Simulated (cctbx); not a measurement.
# Occupancies in Y2NbFeS6

Cell a = 6.7950 Å, b = 6.7320 Å, c = 11.7380 Å, α = 90.00°, β = 124.85°, γ = 90.00°; space group P2_1/c (no. 14); nominal formula Y2NbFeS6.

The data are simulated with cctbx, not measured: Mo Kα, λ = 0.71073 Å, to d = 0.6 Å, 50 % of the full sphere, strongest reflection 70000 counts, noise from counting, a 1.5 % proportional error and a noise floor of 8 counts (s.d.); no absorption.

With every site full:

```text
Rint 0.016, 1979 unique reflections to 0.60 A
cycle     R1     wR2    GooF  max shift (A)
   1  0.1523  0.3048  10.433   0.00082
   2  0.0166  0.0364   1.245   0.00000
final R1 0.0166 wR2 0.0364 GooF 1.245  parameters 48  data/parameter 41.2
atom        x        y        z      Ueq    occ   su(xyz)  su(Uiso or U11)
Nb1    0.00000  0.50000  0.50000   0.0085  1.000  0.00000  0.0001
Y1     0.74822  0.94619  0.25110   0.0091  1.000  0.00003  0.0001
Fe1    0.50000  0.50000  0.00000   0.0125  1.000  0.00000  0.0001
S1     0.84871  0.51279  0.24893   0.0137  1.000  0.00008  0.0002
S2     0.66925  0.69682  0.45759   0.0130  1.000  0.00007  0.0001
S3     0.75406  0.21199  0.45157   0.0098  1.000  0.00007  0.0001
difference map: max 0.53 min -1.32 rms 0.16
Q1    0.2563  0.6569  0.8257    4    0.57  1.37 A from S1
Q2    0.2487  0.0308  0.6439    4    0.54  1.23 A from Y1
Q3    0.0657  0.6967  0.3315    4    0.54  1.74 A from S1
Q4    0.3557  0.5830  0.6668    4    0.53  1.79 A from S3
Q5    0.2072  0.0799  0.7318    4    0.52  0.31 A from Y1
Q6    0.0279  0.2364  0.9430    4    0.51  1.71 A from S2
```

With the occupancies of the suspect sites free, each still typed as its main element:

```text
Rint 0.016, 1979 unique reflections to 0.60 A
cycle     R1     wR2    GooF  max shift (A)
   1  0.0719  0.1530   5.237   0.00015
   8  0.0138  0.0282   0.965   0.00001
final R1 0.0138 wR2 0.0281 GooF 0.963  parameters 49  data/parameter 40.4
atom        x        y        z      Ueq    occ   su(xyz)  su(Uiso or U11)
Nb1    0.00000  0.50000  0.50000   0.0087  1.000  0.00000  0.0001
Y1     0.74823  0.94618  0.25110   0.0092  1.000  0.00002  0.0000
Fe1    0.50000  0.50000  0.00000   0.0107  0.943  0.00000  0.0001
S1     0.84873  0.51277  0.24895   0.0139  1.000  0.00006  0.0001
S2     0.66924  0.69681  0.45758   0.0131  1.000  0.00005  0.0001
S3     0.75405  0.21204  0.45158   0.0099  1.000  0.00005  0.0001
su of occupancy Fe1: 0.002
difference map: max 0.54 min -0.49 rms 0.14
Q1    0.2510  0.6561  0.8229    4    0.54  1.35 A from S1
Q2    0.3089  0.5440  0.9378    4    0.54  1.11 A from Fe1
Q3    0.1245  0.0312  0.5801    4    0.49  1.65 A from Y1
Q4    0.0664  0.6984  0.3319    4    0.48  1.75 A from S1
Q5    0.0914  0.5219  0.6897    4    0.48  0.64 A from S1
Q6    0.5004  0.5287  0.1265    4    0.47  1.50 A from Fe1
```

**Question.** What is the disorder?

X-rays count electrons. Fe1 refines to 0.943(0.002), or 24.5 electrons; the site truly holds 0.94 Fe, 24.4 electrons, which is 0.940 of Fe. A value under 1 can't tell vacancies from a lighter guest, and one over 1 needs a heavier guest; chemistry or a second radiation must settle which. Occupancy correlates with U and the scale, so the match is approximate.

Freeing them takes R1 from 0.0166 to 0.0138 and GooF from 1.25 to 0.96.

The model is made up (kin elements in a known structure type, no relaxation), so it says nothing on whether the phase exists.

[Middle refinement cycles are left out of these outputs.]

[Logs are printed without paths, hosts, clocks, repeated set-up lines and the standing remarks that a program may print on its own settings, such as how far it seeks lower states.]
